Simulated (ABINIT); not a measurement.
## InF3 (R-3c): RPA correlation energy against the basis

How does the RPA correlation energy of InF3 (R-3c) approach its basis limit?

Program: ABINIT 10.8.3. Level of theory: LDA and many-body steps on it, plane waves. Results are calculated unless marked as measured.

## Step 1: Starting point

It takes space group R-3c (No. 167, trigonal). The conventional cell has a = 5.204 Å, b = 5.204 Å, c = 14.723 Å, α = 90.00°, β = 90.00°, γ = 120.00°. In has 6 F at 2.08 Å nearest. F has 2 In at 2.08 Å nearest. Farther neighbours and most contacts between anions are not listed.

As a file:

```cif
data_structure
_symmetry_space_group_name_H-M 'P 1'
_symmetry_Int_Tables_number 1
_cell_length_a 5.7543
_cell_length_b 5.7543
_cell_length_c 5.7543
_cell_angle_alpha 53.771
_cell_angle_beta 53.771
_cell_angle_gamma 53.771
_cell_volume 115.11
loop_
_atom_site_label
_atom_site_type_symbol
_atom_site_fract_x
_atom_site_fract_y
_atom_site_fract_z
_atom_site_occupancy
In1 In 0.50000 0.50000 0.50000 1
In2 In 0.00000 0.00000 0.00000 1
F3 F 0.39571 0.75000 0.10429 1
F4 F 0.75000 0.10429 0.39571 1
F5 F 0.89571 0.60429 0.25000 1
F6 F 0.25000 0.89571 0.60429 1
F7 F 0.60429 0.25000 0.89571 1
F8 F 0.10429 0.39571 0.75000 1
```

The cell and positions are those that the Materials Project relaxed with its own functionals (PBE, PBE+U or r2SCAN), kept fixed.

## Step 2: Empty states on the mesh, 2×2×2 mesh, 413 bands

This step: ABINIT 10.8.3; DFT, LDA, plane waves, norm-conserving pseudopotentials.

The sums over transitions need many empty states on a uniform mesh; this step solves for them.

Contents of run.abi:

```
acell 3*1.0 Angstrom
rprim 
  2.602141182914 1.502346912402 4.907506134507
  -2.602141182914 1.502346912402 4.907506134507
  0.000000000000 -3.004693824873 4.907506134486
ntypat 2
znucl 49 9
natom 8
typat 1 1 2 2 2 2 2 2
xred 
  0.500000000000 0.500000000000 0.500000000000
  -0.000000000000 0.000000000000 0.000000000000
  0.395709220000 0.750000000000 0.104290780000
  0.750000000000 0.104290780000 0.395709220000
  0.895709220000 0.604290780000 0.250000000000
  0.250000000000 0.895709220000 0.604290780000
  0.604290780000 0.250000000000 0.895709220000
  0.104290780000 0.395709220000 0.750000000000
pp_dirpath "pseudos"
pseudos "In.upf, F.upf"
ecut 36
ngkpt 2 2 2
nshiftk 1
shiftk 0 0 0
kptopt 1
chksymbreak 0
iscf -2
irdden 1
istwfk *1
nband 413
nbdbuf 36
tolwfr 1e-09
nstep 60
prtvol 0
indata_prefix "in"
outdata_prefix "out"
tmpdata_prefix "tmp"
```

Run with:

```bash
$ OMP_NUM_THREADS=1 mpirun -n 4 abinit run.abi > log
```

Numbers of over 12 decimals in the logs are rounded to 6 here.

Output:

```text
.Version 10.8.3 of ABINIT. v10.8.2 released Aug 2026.

 Symmetries : space group R-3 c (#167); Bravais hR (rhombohedral)
[... echo of the input left out ...]
== DATASET  1 ==================================================================
-   mpi_nproc: 4, omp_nthreads: 1 (-1 if OMP is not activated)

--- !DatasetInfo
iteration_state: {dtset: 1, }
dimensions: {natom: 8, nkpt: 4, mband: 413, nsppol: 1, nspinor: 1, nspden: 1, mpw: 8026, }
cutoff_energies: {ecut:  36.0, pawecutdg:  -1.0, }
electrons: {nelect:   6.80000000E+01, charge:   0.00000000E+00, occopt:   1.00000000E+00, tsmear:   1.00000000E-02, }

 Real(R)+Recip(G) space primitive vectors, cartesian coordinates (Bohr,Bohr^-1):
 R(1)=  4.9173342  2.8390242  9.2738426  G(1)=  0.1016811  0.0587056  0.0359434
 R(2)= -4.9173342  2.8390242  9.2738426  G(2)= -0.1016811  0.0587056  0.0359434
 R(3)=  0.0000000 -5.6780484  9.2738426  G(3)=  0.0000000 -0.1174112  0.0359434
 Unit cell volume ucvol=  7.7680102E+02 bohr^3
 Angles (23,13,12)=  5.37710328E+01  5.37710328E+01  5.37710328E+01 degrees

 getcut: wavevector=  0.0000  0.0000  0.0000  ngfft=  60  60  60
         ecut(hartree)=     36.000   => boxcut(ratio)=   2.04307

--- Pseudopotential description ------------------------------------------------
- In Generated using ONCVPSP code by D. R. Hamann
- 49.00000  13.00000  180309                  znucl, zion, pspdat
12 -1012 2 -1 1894                            pspcod,pspxc,lmax,lloc,mmax
     nproj     2     2     2
  pspatm : epsatm=   25.24256259
         --- l  ekb(1:nproj) -->
             0    8.133624    1.226031
             1    5.976255    1.015318
             2   -4.092403   -1.250253
 pspatm: atomic psp has been read  and splines computed

- F Generated using ONCVPSP code by D. R. Hamann
-  9.00000   7.00000  201202                  znucl, zion, pspdat
12 -1012 2 -1 824                             pspcod,pspxc,lmax,lloc,mmax
     nproj     2     2     1
  pspatm : epsatm=    4.94580260
         --- l  ekb(1:nproj) -->
[...]
2   -2.364936
 pspatm: atomic psp has been read  and splines computed

--------------------------------------------------------------------------------

================================================================================
 prteigrs : about to open file out_EIG
 Non-SCF case, kpt    1 (  0.00000  0.00000  0.00000), residuals and eigenvalues=
  2.39E-11  2.40E-11  3.09E-11  2.65E-11  4.62E-11  9.73E-10  5.79E-10  7.24E-10
  2.81E-10  4.03E-10  3.67E-10  3.87E-10  4.43E-10  3.86E-10  4.00E-10  3.32E-10
  2.68E-11  5.03E-11  3.92E-11  3.56E-11  7.32E-10  3.56E-11  4.96E-11  5.25E-11
[...]
6.33E-05  3.71E-04  1.57E-04  6.42E-04  1.18E-03
 -7.8533E-01 -7.6815E-01 -7.6815E-01 -7.6370E-01 -7.5993E-01 -7.5993E-01
 -4.5445E-01 -4.5445E-01 -4.3668E-01 -4.3668E-01 -4.3601E-01 -4.3066E-01
 -4.3021E-01 -4.3021E-01 -4.0981E-01 -4.0981E-01 -2.4379E-01 -1.6802E-01
[...]
4.4089E+00  4.4089E+00  4.4118E+00  4.4159E+00  4.4159E+00  4.4262E+00
  4.4262E+00  4.4430E+00  4.4501E+00  4.4504E+00  4.4504E+00  4.4628E+00
  4.4712E+00  4.4723E+00  4.4930E+00  4.4980E+00  4.5041E+00
 prteigrs : prtvol=0 or 1, do not print more k-points.

--- !ResultsGS
iteration_state: {dtset: 1, }
comment   : Summary of ground state results
lattice_vectors:
- [  4.9173342,   2.8390242,   9.2738426, ]
- [ -4.9173342,   2.8390242,   9.2738426, ]
- [  0.0000000,  -5.6780484,   9.2738426, ]
lattice_lengths: [  10.87402,   10.87402,   10.87402, ]
lattice_angles: [ 53.771,  53.771,  53.771, ] # degrees, (23, 13, 12)
lattice_volume:   7.7680102E+02
convergence: {deltae:  0.000E+00, res2:  0.000E+00, residm:  9.972E-10, diffor:  0.000E+00, }
etotal    :  -2.80168680E+02
entropy   :   0.00000000E+00
fermie    :  -5.27797923E-02
cartesian_stress_tensor: null
pressure_GPa: null
xred      :
- [  5.0000E-01,   5.0000E-01,   5.0000E-01, In]
- [  0.0000E+00,   0.0000E+00,   0.0000E+00, In]
- [  3.9571E-01,   7.5000E-01,   1.0429E-01,  F]
- [  7.5000E-01,   1.0429E-01,   3.9571E-01,  F]
- [  8.9571E-01,   6.0429E-01,   2.5000E-01,  F]
- [  2.5000E-01,   8.9571E-01,   6.0429E-01,  F]
- [  6.0429E-01,   2.5000E-01,   8.9571E-01,  F]
- [  1.0429E-01,   3.9571E-01,   7.5000E-01,  F]
cartesian_forces: null
force_length_stats: {min: null, max: null, mean: null, }

 Integrated electronic density in atomic spheres:
 ------------------------------------------------
 Atom  Sphere_radius  Integrated_density
[...]
================================================================================

 ----iterations are completed or convergence reached----

 Mean square residual over all n,k,spin=   32.459E-11; max=  99.717E-11
 reduced coordinates (array xred) for    8 atoms
[...]
0.604290780000      0.250000000000      0.895709220000
       0.104290780000      0.395709220000      0.750000000000

 cartesian coordinates (angstrom) at end:
    1      0.000000    -3.45e-11     7.361259
    2      0.000000     0.000000     0.000000
    3     -0.921915     1.407891     6.134383
[...]
7      0.921915    -1.407891     8.588136
    8     -0.758312    -1.502347     6.134383
 length scales=  1.889726125908  1.889726125908  1.889726125908 bohr
              =  1.000000000000  1.000000000000  1.000000000000 angstroms
 prteigrs : about to open file out_EIG
 Eigenvalues (hartree) for nkpt=   4  k points:
 kpt#   1, nband=413, wtk=  0.12500, kpt=  0.0000  0.0000  0.0000 (reduced coord)
[...]
4.36419    4.37013    4.37980    4.37980    4.40888    4.40888    4.41181    4.41592
   4.41592    4.42620    4.42621    4.44302    4.45009    4.45044    4.45045    4.46278
   4.47120    4.47226    4.49303    4.49803    4.50413
 prteigrs : prtvol=0 or 1, do not print more k-points.

== END DATASET(S) ==============================================================
================================================================================

 -outvars: echo values of variables after computation  --------
            nband         413
             nkpt           4
          spgroup         167
 [... the other variables as echoed above ...]

 Calculation completed.
```

The job ended after 3.3 min (4 MPI ranks of Arm Neoverse V2, shared host; peak memory 0.64 GiB; 13 min of CPU time).

Numbers from this step:

* gap: 3.997 eV
* k of the valence top: 0.5, 0.5, 0
* k of the conduction bottom: 0, 0, 0
* least direct gap: 4.029 eV
* k points computed: 4
* lowest point of the top converged band, above the valence top: 116.0288 eV

On this mesh the gap is 3.997 eV.

The density comes from a self-consistent run that is not shown.

## Step 3: RPA energy: 2×2×2 mesh, 90 bands, screening to 43.5 eV

The RPA dielectric matrix is built and inverted for each q.

This step: RPA screening on LDA, plane waves, norm-conserving pseudopotentials.

Changes to run.abi since step 2:

```diff
@@ -26,10 +26,15 @@
 chksymbreak 0
-iscf -2
-irdden 1
 istwfk *1
-nband 413
-nbdbuf 36
-tolwfr 1e-09
-nstep 60
-prtvol 0
+occopt 1
+irdwfk 1
+optdriver 3
+nband 90
+ecuteps 1.6
+inclvkb 2
+awtr 1
+symchi 1
+gwcalctyp 1
+nfreqre 0
+nfreqim 8
+gwrpacorr 1
 indata_prefix "in"
```

Output:

```text
.Version 10.8.3 of ABINIT. v10.8.2 released Aug 2026.

 Symmetries : space group R-3 c (#167); Bravais hR (rhombohedral)
[... echo of the input left out ...]
== DATASET  1 ==================================================================
-   mpi_nproc: 4, omp_nthreads: 1 (-1 if OMP is not activated)

--- !DatasetInfo
iteration_state: {dtset: 1, }
dimensions: {natom: 8, nkpt: 4, mband: 90, nsppol: 1, nspinor: 1, nspden: 1, mpw: 8026, }
cutoff_energies: {ecut:  36.0, pawecutdg:  -1.0, }
electrons: {nelect:   6.80000000E+01, charge:   0.00000000E+00, occopt:   1.00000000E+00, tsmear:   1.00000000E-02, }

 SCREENING: Calculation of the susceptibility and dielectric matrices

 Based on a program developped by R.W. Godby, V. Olevano, G. Onida, and L. Reining.
 Incorporated in ABINIT by V. Olevano, G.-M. Rignanese, and M. Torrent.
.Using double precision arithmetic ; gwpc =  8

[... cell and pseudopotentials left out ...]
--------------------------------------------------------------------------------

 ==== K-mesh for the wavefunctions ====
 Number of points in the irreducible wedge :     4
[... list of points left out ...]
 Together with 12 symmetry operations and time-reversal symmetry
 yields     8 points in the full Brillouin Zone.

 ==== Q-mesh for the screening function ====
 Number of points in the irreducible wedge :     4
[... list of points left out ...]
 Together with 12 symmetry operations and time-reversal symmetry
 yields     8 points in the full Brillouin Zone.

 setmesh: FFT mesh size selected  =    36x   36x   36
          total number of points  =        46656

 vcoul_init : cutoff-mode = AUXILIARY_FUNCTION
 q-points for optical limit:   1
     1)      0.000010    0.000020    0.000030

- screening: taking advantage of time-reversal symmetry
- Maximum band index for partially occupied states nbvw = 34
- Remaining bands to be divided among processors   nbcw = 56
- Number of bands treated by each node ~14

 Number of electrons calculated from density =   68.0000; Expected =   68.0000
 average of density, n =  0.087539
 r_s =    1.3971
 omega_plasma =   28.5401 [eV]

 calculating chi0 at frequencies [eV] :
  1    0.000000E+00    0.000000E+00
  2    0.000000E+00    1.343289E+03
  3    0.000000E+00    2.404413E+02
[...]
8    0.000000E+00    3.079585E+00
  9    0.000000E+00    5.512287E-01

--------------------------------------------------------------------------------
  q-point number  1        q = ( 0.000000, 0.000000, 0.000000) [r.l.u.]
--------------------------------------------------------------------------------
[... chi0 elements left out ...]
  [... further frequencies ...]

 For q-point:  0.000010 0.000020 0.000030
  dielectric constant =   2.4488
  dielectric constant without local fields =   2.5253

  Average fulfillment of the sum rule on Im[epsilon] for q-point    1 :     31.71  [%]
[... wings left out ...]
  q-point number  2        q = ( 0.500000, 0.000000, 0.000000) [r.l.u.]
--------------------------------------------------------------------------------
[... chi0 elements left out ...]
  [... further frequencies ...]

  Average fulfillment of the sum rule on Im[epsilon] for q-point    2 :     37.83  [%]

 [... 2 further q-points ...]
```

It took 18 s on 4 MPI ranks; peak memory 1.2 GiB; 73 s of CPU time.

This step gave:

```yaml
eps_infinity_with_local_fields_on_this_mesh_along_the_program_s_q_direction: 2.449
the_same_without_local_fields: 2.525
plasma_frequency: 28.54 eV
plane_waves_in_the_screening_matrix: 71
rpa_correlation_energy: -13.46 eV
```

Local fields lower ε∞ by 3 %. On a Γ-centred mesh this coarse the value itself is usually too large, while a short band sum pulls it down.

## Step 4: RPA energy: 2×2×2 mesh, 155 bands, screening to 70.7 eV

Changes to run.abi since step 3:

```diff
@@ -30,4 +30,4 @@
 optdriver 3
-nband 90
-ecuteps 1.6
+nband 155
+ecuteps 2.6
 inclvkb 2
```

Output:

```text
.Version 10.8.3 of ABINIT. v10.8.2 released Aug 2026.

 Symmetries : space group R-3 c (#167); Bravais hR (rhombohedral)
[... echo of the input left out ...]
== DATASET  1 ==================================================================
-   mpi_nproc: 4, omp_nthreads: 1 (-1 if OMP is not activated)

--- !DatasetInfo
iteration_state: {dtset: 1, }
dimensions: {natom: 8, nkpt: 4, mband: 155, nsppol: 1, nspinor: 1, nspden: 1, mpw: 8026, }
cutoff_energies: {ecut:  36.0, pawecutdg:  -1.0, }
electrons: {nelect:   6.80000000E+01, charge:   0.00000000E+00, occopt:   1.00000000E+00, tsmear:   1.00000000E-02, }

 SCREENING: Calculation of the susceptibility and dielectric matrices

 Based on a program developped by R.W. Godby, V. Olevano, G. Onida, and L. Reining.
 Incorporated in ABINIT by V. Olevano, G.-M. Rignanese, and M. Torrent.
.Using double precision arithmetic ; gwpc =  8

[... cell and pseudopotentials left out ...]
--------------------------------------------------------------------------------

 ==== K-mesh for the wavefunctions ====
 Number of points in the irreducible wedge :     4
[...]
- Number of bands treated by each node ~30

 Number of electrons calculated from density =   68.0000; Expected =   68.0000
 average of density, n =  0.087539
 r_s =    1.3971
 omega_plasma =   28.5401 [eV]

 calculating chi0 at frequencies [eV] :
  1    0.000000E+00    0.000000E+00
  2    0.000000E+00    1.343289E+03
  3    0.000000E+00    2.404413E+02
[...]
8    0.000000E+00    3.079585E+00
  9    0.000000E+00    5.512287E-01

--------------------------------------------------------------------------------
  q-point number  1        q = ( 0.000000, 0.000000, 0.000000) [r.l.u.]
--------------------------------------------------------------------------------
[... chi0 elements left out ...]
  [... further frequencies ...]

 For q-point:  0.000010 0.000020 0.000030
  dielectric constant =   2.4896
  dielectric constant without local fields =   2.6136

  Average fulfillment of the sum rule on Im[epsilon] for q-point    1 :     53.95  [%]
[... wings left out ...]
  q-point number  2        q = ( 0.500000, 0.000000, 0.000000) [r.l.u.]
--------------------------------------------------------------------------------
[... chi0 elements left out ...]
  [... further frequencies ...]

  Average fulfillment of the sum rule on Im[epsilon] for q-point    2 :     60.97  [%]

 [... 2 further q-points ...]
```

Elapsed: 44 s, on 4 MPI ranks; peak memory 1.7 GiB.

Numbers from this step:

- ε∞ with local fields, on this mesh, along the program's q direction: 2.490
- the same without local fields: 2.614
- plasma frequency: 28.54 eV
- plane waves in the screening matrix: 157
- RPA correlation energy: -29.60 eV

(Continued in part 2 of 2.)

[Paths, hosts, dates, memory and timing lines, banners, echoed tables and standing remarks are left out of the program output.]

[Logs are printed without paths, hosts, clocks, repeated set-up lines and the standing remarks that a program may print on its own settings, such as how far it seeks lower states.]

[Runs of the session that timed out or met a known fault of the program may be left out.]

[Hosts, paths, dates, database ids (printed as entryN), source tags and the programs' standing remarks are cut or masked in the printed files.]

[G0W0 gaps are taken among the corrected bands and points alone; a level outside them can change the order at an edge.]

[Where Ansatz stands beside ABINIT at settings called matched, ABINIT's density can come from a denser mesh and the files from another edition; pairs whose starting gaps differed by over 0.03 eV were left out, so agreement reads better than it is.]
